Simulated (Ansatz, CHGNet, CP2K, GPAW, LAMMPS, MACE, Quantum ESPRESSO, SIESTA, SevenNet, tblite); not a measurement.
**Running rapidly quenched Si57Al14Cu29 (at. %) (111 atoms) with SIESTA**

Wanted: SIESTA inputs and outputs for rapidly quenched Si57Al14Cu29 (at. %) (111 atoms), checked against a plane-wave reference.

Program: SIESTA 5.4.2. Level of theory: the method is named at each step. Results are calculated unless marked as measured.

In doubt: a PseudoDojo file used here is known to give poor structures and forces (step 2), which bears on pressures, cells, forces and phonons.

**1. Set-up**

The cell holds 111 atoms: 63 Si, 16 Al and 32 Cu. Its edges and angles: a = 12.242 Å, b = 12.242 Å, c = 12.242 Å, α = 90.0°, β = 90.0°, γ = 90.0°. 111 atoms (63 Si, 16 Al, 32 Cu) placed at random at 3.66 g/cm³, melted at 2000 K for 10 ps at fixed volume with the MEAM Al-Si-Mg-Cu-Fe potential (Jelinek et al., Phys. Rev. B 85, 245102 (2012)). Quenched from 2000 K to 300 K at 10 K/ps and zero pressure, held 5 ps, then minimised at fixed cell.

The yardstick, on the same geometry:

| Quantity | Value |
| --- | --- |
| method | Kohn-Sham DFT, PBE, PAW, plane waves (Ansatz 0.2.0); cutoff 420 eV, Γ point, fermi-dirac smearing of 0.05 eV; PAW set soft_2 |
| r.m.s. force component | 0.676 eV/Å |
| longest force | 4.327 eV/Å |
| pressure | -1.908 GPa |
| SCF cycles | 13 |
| time | 46 s on 4 threads of Arm Neoverse V2, shared host |
| CPU time | 3 min |

**2. PBE, DZP, shift 0.01 Ry, mesh 500 Ry**

Method: Kohn-Sham DFT, PBE, PseudoDojo 0.4.1 norm-conserving pseudopotentials (converted to PSML), numerical atomic orbitals (DZP), diagonalisation.

The .psml files are PseudoDojo norm-conserving potentials that we converted to this format, checked against plane waves on the same files for H, C, O, Si, Ge and Ca alone.

Input file input.fdf:

```
SystemLabel cell
NumberOfAtoms 111
NumberOfSpecies 3
%block ChemicalSpeciesLabel
  1 14 Si
  2 13 Al
  3 29 Cu
%endblock ChemicalSpeciesLabel
LatticeConstant 1.0 Ang
%block LatticeVectors
  12.24240 0.00000 0.00000
  0.00000 12.24240 0.00000
  0.00000 0.00000 12.24240
%endblock LatticeVectors
PAO.BasisSize DZP
PAO.EnergyShift 0.01 Ry
XC.Functional GGA
XC.Authors PBE
MeshCutoff 500 Ry
%block kgrid_Monkhorst_Pack
  1 0 0 0.0
  0 1 0 0.0
  0 0 1 0.0
%endblock kgrid_Monkhorst_Pack
SolutionMethod diagon
OccupationFunction FD
ElectronicTemperature 580 K
SCF.Mixer.Method Pulay
SCF.Mixer.Weight 0.05
SCF.Mixer.History 8
SCF.Mix Hamiltonian
MaxSCFIterations 300
SCF.DM.Tolerance 1e-04
SCF.H.Tolerance 1.0e-3 eV
WriteForces T
Write.HirshfeldPop T
Write.VoronoiPop T
Write.DM F
Write.H F
XML.Write F
AtomicCoordinatesFormat Fractional
%block AtomicCoordinatesAndAtomicSpecies
  0.19464 0.45962 0.62883 1
  0.97621 0.63708 0.59400 1
  0.31614 0.06011 0.16722 1
  0.91174 0.98322 0.50904 1
  0.65858 0.19460 0.00314 1
  0.14568 0.89108 0.77380 1
  0.61596 0.26645 0.53924 1
  0.36869 0.58358 0.22458 1
  0.05997 0.09748 0.20454 1
  0.64374 0.78397 0.08572 1
  0.23308 0.17219 0.32502 1
  0.48860 0.02060 0.29666 1
  0.32954 0.89820 0.64650 1
  0.52642 0.23182 0.19398 1
  0.56774 0.99091 0.07144 1
  0.57684 0.04542 0.57866 1
  0.14002 0.40646 0.30488 1
  0.62933 0.15797 0.77982 1
  0.60809 0.49455 0.26794 1
  0.25592 0.52847 0.89326 1
  0.27560 0.97911 0.41602 1
  0.79426 0.98058 0.08033 1
  0.73899 0.06720 0.40789 1
  0.90133 0.96236 0.28226 1
  0.70432 0.57336 0.55090 1
  0.00150 0.89713 0.95940 1
  0.44928 0.73955 0.46941 1
  0.50907 0.46986 0.56683 1
  0.67785 0.71006 0.87915 1
  0.50730 0.33947 0.88364 1
  0.46031 0.12698 0.94546 1
  0.12486 0.74181 0.04049 1
  0.86886 0.38315 0.34445 1
  0.64615 0.88205 0.39456 1
  0.32274 0.77286 0.84285 1
  0.12785 0.68561 0.81979 1
  0.73387 0.90647 0.66141 1
  0.54914 0.79036 0.72902 1
  0.43040 0.08660 0.72388 1
  0.48622 0.57685 0.89873 1
  0.94315 0.29519 0.12070 1
  0.41473 0.16056 0.47202 1
  0.94910 0.82855 0.68262 1
  0.18865 0.06340 0.58795 1
  0.79378 0.68271 0.29498 1
  0.56357 0.71618 0.27458 1
  0.18580 0.85533 0.25269 1
  0.04390 0.47270 0.99642 1
  0.08638 0.21340 0.85943 1
  0.82608 0.77249 0.49691 1
  0.30720 0.96425 0.96555 1
  0.89368 0.65687 0.81099 1
  0.39937 0.85074 0.21060 1
  0.31048 0.33034 0.05903 1
  0.64188 0.95396 0.86907 1
  0.22402 0.75804 0.51078 1
[... 51 atom lines left out ...]
  0.32089 0.21468 0.63632 3
  0.45034 0.83919 0.03475 3
  0.48852 0.34003 0.39400 3
  0.01493 0.27990 0.28827 3
%endblock AtomicCoordinatesAndAtomicSpecies
```

Started as:

```console
> OMP_NUM_THREADS=1 mpirun -np 4 siesta < input.fdf > output.txt
```

The log of the run:

```text
Version         : 5.4.2
reinit: System Name:
reinit: System Label: cell
initatom: Reading input for the pseudopotentials and atomic orbitals ----------
Species number:   1 Atomic number:   14 Label: Si
Species number:   2 Atomic number:   13 Label: Al
Species number:   3 Atomic number:   29 Label: Cu
Ground state valence configuration (from tables):   3s02  3p02  3d00  4f00
Ground state valence configuration (from tables):   3s02  3p01  3d00  4f00
Ground state valence configuration (from tables):   4s01  4p00  3d10  4f00
---- Processing specs for species: Si
GGA--PBE XC_GGA_X_PBE--XC_GGA_C_PBE pb
---- Processing specs for species: Al
GGA--PBE XC_GGA_X_PBE--XC_GGA_C_PBE pb
---- Processing specs for species: Cu
GGA--PBE XC_GGA_X_PBE--XC_GGA_C_PBE pb
Semicore shell(s) with  8 electrons included in the valence for Cu
Semicore shell(s): 3s 3p
Fallback to non-perturbative polarization scheme for Cu
Please see the manual if this is not desired in principle
Si pseudopotential only contains V_ls up to l=2 -- lmxkb reset.
Al pseudopotential only contains V_ls up to l=2 -- lmxkb reset.
Cu pseudopotential only contains V_ls up to l=2 -- lmxkb reset.
Using PAO.SplitTailNorm
%block ChemicalSpeciesLabel
    1   14 Si                      # Species index, atomic number, species label
    2   13 Al                      # Species index, atomic number, species label
    3   29 Cu                      # Species index, atomic number, species label
%endblock ChemicalSpeciesLabel
%block PAO.Basis                 # Define Basis set
Si                    2                    # Species label, number of l-shells
 n=3   0   2                         # n, l, Nzeta
   5.392      3.847
   1.000      1.000
 n=3   1   2 P   1                   # n, l, Nzeta, Polarization, NzetaPol
   6.844      4.952
[...]
Al                    2                    # Species label, number of l-shells
 n=3   0   2                         # n, l, Nzeta
[...]
n=3   1   2 P   1                   # n, l, Nzeta, Polarization, NzetaPol
[...]
Cu                    5                    # Species label, number of l-shells
 n=3   0   1                         # n, l, Nzeta
   2.152
   1.000
 n=4   0   2                         # n, l, Nzeta
[...]
n=3   1   1                         # n, l, Nzeta
   2.384
   1.000
 n=4   1   1                         # n, l, Nzeta
   6.292
   1.000
 n=3   2   2                         # n, l, Nzeta
   4.057      2.474
   1.000      1.000
%endblock PAO.Basis
coor:   Atomic-coordinates input format  =     Fractional
siesta: System type = bulk
initatomlists: Number of atoms, orbitals, and projectors:    111  1635  1998
siesta: ******************** Simulation parameters ****************************
Total number of electrons:   908.000000
Total ionic charge:   908.000000
 Kpoints in:            1 . Kpoints trimmed:            1
siesta: k-grid: Number of k-points = 1
siesta: k-points from Monkhorst-Pack grid
siesta: k-cutoff (effective) =     6.121 Ang
siesta: k-point supercell and displacements
siesta: k-grid:     1     0     0      0.000
siesta: k-grid:     0     1     0      0.000
siesta: k-grid:     0     0     1      0.000
                     ====================================
                        Single-point calculation
                     ====================================
outcell: Unit cell vectors (Ang):
       12.242400    0.000000    0.000000
        0.000000   12.242400    0.000000
        0.000000    0.000000   12.242400
outcell: Cell vector modules (Ang)   :   12.242400   12.242400   12.242400
outcell: Cell angles (23,13,12) (deg):     90.0000     90.0000     90.0000
outcell: Cell volume (Ang**3)        :   1834.8463
Gamma-point calculation with multiply-connected orbital pairs
Gamma-point calculation with multiply-connected orbital pairs
Folding of H and S implicitly performed
Folding of H and S implicitly performed
new_DM -- step:     1
Initializing Density Matrix...
Attempting to read DM from file... Failed...
DM filled with atomic data:
InitMesh: MESH = 180 x 180 x 180 = 5832000
InitMesh: Mesh cutoff (required, used) =   500.000   597.467 Ry
stepf: Fermi-Dirac step function
        iscf     Eharris(eV)        E_KS(eV)     FreeEng(eV)     dDmax    Ef(eV) dHmax(eV)
   scf:    1  -133120.163056  -160188.241925  -160189.088230  1.426528  0.588202171.609320
   scf:    2  -171303.040741  -171212.879560  -171213.378786  1.383742 -2.469567196.034959
   scf:    3  -173086.195982  -172987.566814  -172987.986643  1.386424 -2.894973 34.333410
   scf:    4  -173332.496902  -173197.210377  -173197.564045  0.119464 -3.146731 13.783722
   scf:    5  -173292.153644  -173252.804986  -173253.143153  0.087522 -3.281341  7.055515
[...]
scf:   23  -173275.005365  -173275.005353  -173275.336323  0.000055 -3.541519  0.001047
   scf:   24  -173275.005371  -173275.005362  -173275.336325  0.000040 -3.541565  0.000615
SCF Convergence by DM+H criterion
max |DM_out - DM_in|         :     0.0000401438
max |H_out - H_in|      (eV) :     0.0006150133
SCF cycle converged after 24 iterations
Using DM_out to compute the final energy and forces
siesta: E_KS(eV) =          -173275.0054
siesta: E_KS - E_eggbox =   -173275.0054
siesta: Atomic forces (eV/Ang):
     1    0.625297   -1.863124   -0.025083
     2    0.003756    0.667564   -0.547593
     3   -1.117252   -1.767632    1.338773
[...]
110    0.069974    0.076503   -0.264683
   111    0.108618   -1.755271    0.347613
----------------------------------------
   Tot   -0.000174    0.007553   -0.004751
----------------------------------------
   Max    3.749281
   Res    0.719644    sqrt( Sum f_i^2 / 3N )
----------------------------------------
   Max    3.749281    constrained
Stress tensor Voigt[x,y,z,yz,xz,xy] (kbar):       21.98       16.89       14.74       -3.78      -11.33       -4.76
(Free)E + p*V (eV/cell)  -173295.8024
Target enthalpy (eV/cell)  -173275.3363
siesta: Program's energy decomposition (eV):
siesta: Ebs     =    -27019.591069
siesta: Eions   =    217100.087937
siesta: Ena     =     14865.138971
siesta: Ekin    =     78454.746391
siesta: Enl     =    -27803.272447
siesta: DEna    =      1562.175163
siesta: DUscf   =       105.956613
siesta: Ex      =    -21935.827460
siesta: Ec      =     -1423.834657
siesta: Exc     =    -23359.662117
siesta: Eharris =   -173275.005371
siesta: Etot    =   -173275.005362
siesta: FreeEng =   -173275.336325
siesta: Final energy (eV):
siesta:  Band Struct. =  -27019.591069
siesta:       Kinetic =   78454.746391
siesta:       Hartree =   86046.558440
siesta:         Exch. =  -21935.827460
siesta:         Corr. =   -1423.834657
siesta:   Exch.-corr. =  -23359.662117
siesta:  Ion-electron = -253408.975436
siesta:       Ion-ion =  -61007.672640
siesta:         Total = -173275.005362
siesta:         Fermi =      -3.541565
siesta: Stress tensor (static) (eV/Ang**3):
siesta:     0.013721   -0.002968   -0.007069
siesta:    -0.002968    0.010541   -0.002357
siesta:    -0.007069   -0.002357    0.009201
siesta: Cell volume =       1834.846322 Ang**3
siesta: Pressure (static):
siesta:                Solid            Molecule  Units
siesta:          -0.00012148         -0.00005181  Ry/Bohr**3
siesta:          -0.01115412         -0.00475679  eV/Ang**3
siesta:         -17.87086606         -7.62121563  kBar
    Orbital volume contribution        =          83.933776 eV
    (Free)E + p_basis*V_orbitals       =     -173191.402549 eV
    (Free)Eharris+ p_basis*V_orbitals  =     -173191.402558 eV
Hirshfeld Atomic Populations:
Atom #   charge [q] valence [e]  Species
     1    -0.218936    4.218936  Si
     2    -0.249580    4.249580  Si
     3    -0.147406    4.147406  Si
[...]
64    -0.101467    3.101467  Al
    65    -0.089643    3.089643  Al
    66    -0.084512    3.084512  Al
[...]
80     0.443227   18.556773  Cu
    81     0.380702   18.619298  Cu
    82     0.369548   18.630452  Cu
[...]
--------------------
 Total    -0.000082
Voronoi Atomic Populations:
Atom #   charge [q] valence [e]  Species
[...]
62    -0.139004    4.139004  Si
    63    -0.180459    4.180459  Si
[...]
78     0.049034    2.950966  Al
    79     0.056721    2.943279  Al
[...]
110     0.260858   18.739142  Cu
   111     0.369121   18.630879  Cu
--------------------
 Total    -0.000082
```

It took 6.5 min on 4 MPI ranks of Arm Neoverse V2, shared host; peak memory 5.1 GiB.

Banners, paths, timers and routine set-up lines are dropped from the logs unmarked, and long logs keep their key lines alone; longer cuts are marked.

Against the reference:

```
r.m.s. force component                  : 0.7196 eV/Å
r.m.s. difference of force components   : 63.76 meV/Å
longest difference of force vectors     : 315.8 meV/Å
force difference over r.m.s. force      : 9.432 %
slope of forces against the reference's : 1.062
correlation of force components         : 0.9978
pressure                                : -1.787 GPa
pressure difference                     : 0.1212 GPa
```

Length of the force difference by element (eV/Å):

```
element  atoms   mean  most
     Al     16  0.094  0.19
     Cu     32   0.11  0.22
     Si     63  0.090  0.32
```

Local excerpt of 11 atoms (numbers count through the whole input) about Si54, which bears the longest force; x, y, z are measured from there.

```
 atom      x      y      z  distance (Å)  bonds  Hirshfeld charge (e)     Fx     Fy  Fz (eV/Å)
 Si54   0.00   0.00   0.00          0.00      6                 -0.20  -2.15   3.75      -1.68
Cu100   1.06  -1.67   0.39          2.02      5                  0.49  -0.09  -1.52       0.32
 Al75  -2.10  -0.99  -0.18          2.33      7                  0.00  -0.84  -0.32       0.61
 Al76   0.25   0.38   2.32          2.36     10                 -0.08   0.76   0.50       1.38
 Al77   2.00   1.31   0.38          2.42      9                 -0.09   1.37   1.01      -0.12
 Al69  -0.35  -0.31  -2.37          2.42      7                 -0.03   0.07  -0.03      -1.73
 Al67  -1.42   2.27   0.69          2.77     10                 -0.06   1.08   0.45       0.59
 Si30   2.41   0.11  -2.15          3.23      9                 -0.20  -0.15  -0.08      -0.21
 Si20  -0.67   2.43  -2.03          3.23      8                 -0.13  -0.22  -0.28      -0.32
 Si14   2.64  -1.21   1.65          3.34      8                 -0.21   2.37   1.24       2.47
 Si31   1.83  -2.49  -1.39          3.39      8                 -0.15   1.23  -1.04      -2.39
```

Forces lie 9.4 % from the reference's, at 8.7 times its CPU time.

(Continued in part 2 of 2.)

[Also dropped from logs without a mark: logging warnings of Python, and SIESTA's first energy breakdown and zero terms.]

[Logs are printed without paths, hosts, clocks, repeated set-up lines and the standing remarks that a program may print on its own settings, such as how far it seeks lower states.]

[Hosts, paths, dates, database ids (printed as entryN), source tags and the programs' standing remarks are cut or masked in the printed files.]
